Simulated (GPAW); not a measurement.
## RbS3F (model structure): optical spectrum from first principles

Wanted: where RbS3F (model structure) starts to absorb, how strongly, and its refractive index. The cell was made here by substitution or stacking, whether or not such a phase is known. It was built so: All Cl replaced by F and O replaced by S in the R3m structure of RbClO3. The cell given below was relaxed beforehand with Ansatz.

Main program and level: GPAW 26.7.0; DFT, RPBE, plane-wave PAW (GPAW data sets), scalar-relativistic, RPA, optical limit.

Most raw output is cut from this account.

## 1. The starting structure

The structure is trigonal, space group R3m (No. 160). Conventional cell: a = 6.665 Å, b = 6.665 Å, c = 15.185 Å, α = 90.00°, β = 90.00°, γ = 120.00°. Nearest to Rb lie 1 F at 2.60 Å. Nearest to S lie 2 S at 2.13 Å. Nearest to F lie 1 Rb at 2.60 Å and 3 S at 2.62 Å. All Cl replaced by F and O replaced by S in the R3m structure of RbClO3. Farther neighbours and most contacts between anions are not listed.

## 2. Ground state

The self-consistent density comes first; it also tells whether there is a gap, which decides the occupations and the need for a Drude term.

This step: DFT, RPBE, plane-wave PAW (GPAW data sets), scalar-relativistic, ground state (GPAW 26.7.0).

Input file gs.py:

```python
from ase import Atoms
from ase.dft.bandgap import bandgap
from gpaw import GPAW, PW, FermiDirac

atoms = Atoms(['Rb', 'S', 'S', 'S', 'F'],
              cell=[[3.33226593, 1.92388463, 5.06167873],
                    [-3.33226593, 1.92388463, 5.06167873],
                    [0.00000000, -3.84776926, 5.06167873]],
              scaled_positions=[[0.19103488, 0.19103488, 0.19103488],
                                [0.91620669, 0.59589737, 0.59589737],
                                [0.59589737, 0.59589737, 0.91620669],
                                [0.59589737, 0.91620669, 0.59589737],
                                [0.36206370, 0.36206370, 0.36206370]],
              pbc=[True, True, True])
atoms.calc = GPAW(mode=PW(450), xc='RPBE', kpts={'size': (4, 4, 4), 'gamma': True},
                  occupations=FermiDirac(0.05), maxiter=150, txt='gs.txt')
print('energy (eV)', atoms.get_potential_energy())
print('Fermi level (eV)', atoms.calc.get_fermi_level())
print('valence electrons', atoms.calc.get_number_of_electrons())
print('gap (eV)', bandgap(atoms.calc, output=None)[0])
print('direct gap (eV)', bandgap(atoms.calc, direct=True, output=None)[0])
atoms.calc.write('gs.gpw')
```

Command:

```sh
$ OMP_NUM_THREADS=1 python gs.py
```

The job ended after 37 s (1 thread of Intel Xeon 6975P-C (Granite Rapids), shared host; peak memory 0.22 GiB).

This step gave:

```
energy                 : -16.78 eV
Fermi energy           : 0.7289 eV
gap on the k-mesh      : 1.894 eV
direct gap on the mesh : 1.895 eV
electrons              : 34
```

There is a gap, 1.89 eV on this mesh (points off the mesh can give less), so no carriers' term is needed.

## 3. Bands for the response

The response needs many more empty bands than the density does.

This step: DFT, RPBE, plane-wave PAW (GPAW data sets), scalar-relativistic, bands at fixed density (GPAW 26.7.0).

Input file nscf.py:

```python
from ase.dft.bandgap import bandgap
from gpaw import GPAW, FermiDirac

calc = GPAW('gs.gpw').fixed_density(kpts={'size': (6, 6, 6), 'gamma': True}, nbands=52, convergence={'bands': 46},
                                    occupations=FermiDirac(0.001), txt='nscf.txt')
print('gap (eV)', bandgap(calc, output=None)[0])
print('direct gap (eV)', bandgap(calc, direct=True, output=None)[0])
calc.write('full.gpw', mode='all')
```

Command:

```sh
$ OMP_NUM_THREADS=1 python nscf.py
```

The job ended after 4.6 min (1 thread; peak memory 0.49 GiB).

This step gave:

| Item | Value |
| --- | --- |
| gap on the k-mesh | 1.876 eV |
| direct gap on the mesh | 1.883 eV |

## 4. Dielectric function, RPA

Local fields let the induced charge screen the field inside the cell, which as a rule lowers ε, most along directions where the density is uneven.

This step: DFT, RPBE, plane-wave PAW (GPAW data sets), scalar-relativistic, RPA, optical limit (GPAW 26.7.0).

Input file df.py:

```python
from gpaw.response.df import DielectricFunction

df = DielectricFunction('full.gpw', frequencies={'type': 'nonlinear', 'domega0': 0.03, 'omega2': 8},
                        ecut=50,
                        eta=0.2,
                        nbands=46,
                        txt='df.txt')
for direction in ['x', 'z']:
    df.get_dielectric_function(xc='RPA', direction=direction, filename=f'df_{direction}.csv')
```

Command:

```sh
$ OMP_NUM_THREADS=1 python df.py
```

The job ended after 52 s (1 thread; peak memory 0.8 GiB).

Numbers from this step:

```
electronic dielectric constant ε∞, mean over x, y and z (by symmetry where fewer were run) : 2.337
main peak of Im epsilon, first axis                                                        : 4.377 eV
```

Values under the direct gap are tails of Lorentzian lines. Im ε against photon energy; read off at these points:

```
photon energy (eV)    E ∥ x    E ∥ z
             0.000        0        0
             0.250  0.00551  0.00132
             0.500   0.0113  0.00270
             0.750   0.0175  0.00419
             1.000   0.0248  0.00591
             1.250   0.0335  0.00801
             1.500   0.0448   0.0110
             1.750   0.0618   0.0162
             2.000   0.0914   0.0260
             2.250    0.118   0.0319
             2.500    0.159   0.0526
             2.750    0.269    0.104
             3.000    0.547    0.128
             3.250    0.918    0.114
             3.500     1.06    0.130
             3.750     1.39    0.176
             4.000     2.66    0.243
             4.250     3.04    0.292
             4.380     3.06    0.317
             4.500     3.00    0.296
             4.750     2.71    0.218
             5.000     1.86    0.227
             5.250     1.08    0.225
             5.500    0.725    0.256
             5.750    0.662    0.412
             6.000    0.667    0.495
             6.250    0.718    0.468
             6.500    0.878    0.515
             6.750    0.918    0.577
             7.000    0.894    0.721
             7.250    0.861    0.877
             7.500    0.928    0.977
             7.750     1.08    0.927
             8.000     1.11    0.870
             8.250    0.937    0.849
             8.500    0.897    0.901
             8.750    0.918     1.01
             9.000     1.12    0.914
             9.250     1.21    0.656
             9.500     1.18    0.612
             9.750     1.25    0.645
            10.000     1.40    0.667
            10.250     1.46    0.622
```

Re ε against photon energy:

```
photon energy (eV)  E ∥ x  E ∥ z
              0.00   2.61   1.80
              0.25   2.61   1.80
              0.50   2.62   1.80
              0.75   2.64   1.81
              1.00   2.66   1.81
              1.25   2.70   1.82
              1.50   2.75   1.83
              1.75   2.81   1.85
              2.00   2.89   1.86
              2.25   2.98   1.88
              2.50   3.12   1.91
              2.75   3.33   1.93
              3.00   3.56   1.90
              3.25   3.55   1.91
              3.50   3.48   1.95
              3.75   3.97   1.98
              4.00   3.75   1.96
              4.25   2.63   1.95
              4.50   1.79   1.86
              4.75   1.03   1.87
              5.00  0.452   1.93
              5.25  0.628   1.97
              5.50   1.00   2.06
              5.75   1.33   2.12
              6.00   1.49   2.01
              6.25   1.69   2.02
              6.50   1.70   2.01
              6.75   1.66   2.10
              7.00   1.62   2.08
              7.25   1.68   2.02
              7.50   1.76   1.83
              7.75   1.71   1.69
              8.00   1.55   1.63
              8.25   1.49   1.61
              8.50   1.60   1.63
              8.75   1.72   1.48
              9.00   1.77   1.24
              9.25   1.62   1.24
              9.50   1.59   1.36
              9.75   1.62   1.39
             10.00   1.53   1.38
             10.25   1.39   1.29
```

The Im ε, E ∥ x has structure finer than the step of the table below, so its rows give means over 0.5 eV, whole bins alone (the curve runs from 0 to 10.4 eV). Peaks (eV: height): without local fields 4.16: 4.07, 5.61: 5.06, 7.79: 3.60; with local fields 4.38: 3.06.

Values under the direct gap are tails of Lorentzian lines. Table of Im ε, E ∥ x by photon energy; means over each step:

```
photon energy (eV)  without local fields  with local fields
               0.5                0.0193             0.0113
               1.0                0.0421             0.0250
               1.5                0.0753             0.0457
               2.0                 0.140             0.0906
               2.5                 0.268              0.170
               3.0                 0.918              0.567
               3.5                  1.83               1.08
               4.0                  3.46               2.48
               4.5                  3.94               2.95
               5.0                  3.01               1.88
               5.5                  4.24              0.774
               6.0                  3.05              0.674
               6.5                  2.24              0.854
               7.0                  2.45              0.893
               7.5                  3.12              0.947
               8.0                  3.17               1.07
               8.5                  2.83              0.902
               9.0                  1.73               1.10
               9.5                  1.93               1.20
              10.0                  1.66               1.38
```

Values under the direct gap are tails of Lorentzian lines. Table of loss function −Im 1/ε at q → 0 by energy loss; read off at these points:

```
energy loss (eV)    E ∥ x    E ∥ z
           0.000        0        0
           0.250   8.1e-4   4.1e-4
           0.500  0.00164   8.3e-4
           0.750  0.00252  0.00129
           1.000  0.00349  0.00180
           1.250  0.00459  0.00242
           1.500  0.00593  0.00327
           1.750  0.00782  0.00475
           2.000   0.0110  0.00749
           2.250   0.0133  0.00902
           2.500   0.0162   0.0143
           2.750   0.0241   0.0279
           3.000   0.0423   0.0352
           3.250   0.0681   0.0311
           3.500   0.0800   0.0343
           3.750   0.0784   0.0446
           4.000    0.126   0.0625
           4.250    0.188   0.0749
           4.500    0.246   0.0834
           4.750    0.323   0.0616
           5.000    0.510   0.0602
           5.250    0.691   0.0573
           5.500    0.473   0.0593
           5.750    0.298   0.0882
           6.000    0.251    0.116
           6.250    0.214    0.109
           6.500    0.240    0.119
           6.750    0.255    0.122
           7.000    0.260    0.149
           7.250    0.243    0.180
           7.500    0.235    0.227
           7.750    0.264    0.250
           8.000    0.305    0.255
           8.147    0.318    0.256
           8.250    0.301    0.256
           8.500    0.267    0.260
           8.750    0.241    0.316
           9.000    0.255    0.385
           9.088    0.270    0.393
           9.250    0.295    0.335
           9.500    0.301    0.274
           9.750    0.297    0.276
          10.000    0.325    0.283
          10.250    0.359    0.304
```

The reflectivity at normal incidence has structure finer than the step of the table below, so its rows give means over 0.25 eV, whole bins alone (the curve runs from 0 to 10.4 eV). Peaks (eV: height): E ∥ x 4.793: 16.5; E ∥ z 3.850: 3.00, 5.765: 3.86, 7.323: 4.92, 8.767: 4.35, 10.096: 2.45.

The reflectivity at normal incidence by photon energy; means over each step:

```
photon energy (eV)  E ∥ x (%)  E ∥ z (%)
              0.25       5.54       2.12
              0.50       5.59       2.13
              0.75       5.66       2.15
              1.00       5.78       2.17
              1.25       5.93       2.21
              1.50       6.13       2.25
              1.75       6.40       2.31
              2.00       6.72       2.38
              2.25       7.12       2.46
              2.50       7.73       2.59
              2.75       8.63       2.67
              3.00       9.69       2.59
              3.25       10.3       2.61
              3.50       10.4       2.77
              3.75       12.6       2.94
              4.00       15.5       2.94
              4.25       15.9       2.94
              4.50       16.0       2.64
              4.75       16.3       2.56
              5.00       14.3       2.78
              5.25       7.58       2.96
              5.50       2.97       3.37
              5.75       2.34       3.80
              6.00       2.62       3.61
              6.25       3.29       3.57
              6.50       3.98       3.69
              6.75       4.11       4.11
              7.00       3.95       4.50
              7.25       3.91       4.84
              7.50       4.40       4.74
              7.75       5.02       4.24
              8.00       4.92       3.86
              8.25       4.05       3.71
              8.50       3.91       3.99
              8.75       4.31       4.30
              9.00       5.29       3.64
              9.25       5.61       2.31
              9.50       5.48       2.13
              9.75       5.91       2.30
             10.00       6.72       2.40
             10.25       7.21       2.08
```

At chosen wavelengths:

```
wavelength (nm)   n x    k x  R (%) x   1/α x   n z    k z  R (%) z   1/α z
            800  1.66  0.014      6.2  4.4 µm  1.35  0.004      2.3   15 µm
            633  1.70  0.025      6.7  2.0 µm  1.36  0.009      2.4  5.6 µm
            532  1.74  0.036      7.3  1.2 µm  1.37  0.013      2.5  3.3 µm
            405  1.90  0.171     10.0  189 nm  1.38  0.046      2.6  706 nm
            365  1.89  0.279     10.3  104 nm  1.39  0.043      2.7  679 nm
            308  2.03  0.684     15.8   36 nm  1.40  0.087      2.9  283 nm
            248  1.09  0.854     14.5   23 nm  1.39  0.082      2.8  242 nm
```

Below the direct gap, k and the depth come from the tails of the Lorentzian lines, not from transitions.

Rows near the edge hang on the gap, which this functional as a rule makes too small, and phonon-assisted absorption is left out.

At 1064 nm the birefringence n(z) − n(x) is -0.292: the crystal is uniaxial negative at this level.

## 5. Summary of results

```yaml
electronic_dielectric_constant_eps_infinity_mean_over_x_y_and_z_by_symmetry_where_fewer_were_run_rpa: 2.34
main_peak_of_im_epsilon_first_axis: 4.38 eV
```

What this shows: At this level (RPBE, RPA) RbS3F has a mean ε∞ = 2.34 and n = 1.63 at 1550 nm (E ∥ x), and Im ε peaks at 4.4 eV (E ∥ x). On the mesh the gap is 1.88 eV and the least direct gap 1.88 eV. Local fields change the static value along x from 3.61 to 2.61 (-28 %). Distinct maxima of Im ε, read by a parabola through the highest points, lie at 4.38 eV (3.1) and 7.93 eV (1.1) for E ∥ x. The static values by axis are 2.61 (x), 1.80 (z). At 1064 nm the birefringence n(z) − n(x) is -0.292: the crystal is uniaxial negative at this level. Excitons and phonon-assisted transitions are missing; RPBE gaps are as a rule too small, which pulls the onset down and ε∞ up. The sum runs over mesh points, so small or evenly spaced maxima can still be ripples of the mesh. The curves end at 10 eV, about where the summed bands run out. In this version of GPAW the matrix elements of the optical limit are incomplete, which can lower ε − 1 by up to a tenth where first-row anions or d states rule, and shift it by more in d metals. Besides steps told in other documents, this task had 2 runs with a known fault of program or setting; those not told in a step above aren't shown.

[Machine, clock and banner lines and Python warnings are left out of the logs.]

[Logs are printed without paths, hosts, clocks, repeated set-up lines and the standing remarks that a program may print on its own settings, such as how far it seeks lower states.]

[Hosts, paths, dates, database ids (printed as entryN), source tags and the programs' standing remarks are cut or masked in the printed files.]
